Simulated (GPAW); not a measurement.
## BN (F-43m): refractive index against wavelength

The refractive index of BN (F-43m) below the direct gap (8.66 eV on the mesh) is read from one computed spectrum, n = √(Re ε).

It takes space group F-43m (No. 216, cubic). The conventional cell has a = 3.615 Å, b = 3.615 Å, c = 3.615 Å, α = 90.00°, β = 90.00°, γ = 90.00°. Around N on site c lie 4 B at 1.57 Å. B on site a has 4 N at 1.57 Å as nearest neighbours.

Method: GPAW 26.7.0, LDA, RPA, k-mesh 24×24×24, local fields up to 50 eV, Lorentzian half width 0.15 eV.

Launch of the response step: `OMP_NUM_THREADS=1 python df.py`. The run took 29 s, its band step included, on 1 thread of Intel(R) Xeon(R) 6975P-C (Granite Rapids), with other jobs on the host.

```
wavelength (nm)  photon energy E (eV)       n
            532                 2.331  2.1706
            450                 2.755  2.1833
            405                 3.061       ?
            365                 3.397  2.2076
            308                 4.025  2.2381
            266                 4.661  2.2771
            248                 4.999  2.3019
```

In the single-oscillator model n² − 1 = E₀E_d/(E₀² − E²), so 1/(n² − 1) = E₀/E_d − E²/(E₀E_d) is linear in E².

Working, on the rows shown:

| x = E² (eV²) | y = 1/(n² − 1) |
| --- | --- |
| 5.43137 | 0.269433 |
| 7.59115 | 0.265477 |
| 11.5384 | 0.258165 |
| 16.2043 | 0.249433 |
| 21.7255 | 0.238938 |
| 24.9936 | 0.232626 |

Means: x̄ = 14.581, ȳ = 0.25235. Σ(x − x̄)(y − ȳ) = -0.5717, Σ(x − x̄)² = 303.9. Slope = -0.5717 / 303.9 = -0.001881; intercept = ȳ − slope · x̄ = 0.27977. Turned back into n, the line misses the rows shown by at most 0.00053.

Q: What does the fit predict for the withheld row, and how well does it do?

A: At x = 9.3718 the line gives y = 0.26214, that is 2.1942. The run gave 2.1941, so the interpolation is off by 0.00014, 0.1 % of the range in the table.

Refitted with all rows, the slope is -0.001882 and the intercept 0.27979. These give E₀ = √(intercept/−slope) = 12.19 eV and E_d = E₀/intercept = 43.6 eV; E₀ is 1.4 times the direct gap. The electronic limit at long wavelengths, without lattice vibrations, is n = √(1 + 1/intercept) = 2.139. Excitons are left out; LDA gaps are as a rule too small. The values come from a sum over the points of one k-mesh and carry its error, which grows as the direct gap shrinks. The local-field cutoff holds few shells of reciprocal vectors for this small cell, so ε∞ can read a few per cent high.

[Logs are printed without paths, hosts, clocks, repeated set-up lines and the standing remarks that a program may print on its own settings, such as how far it seeks lower states.]
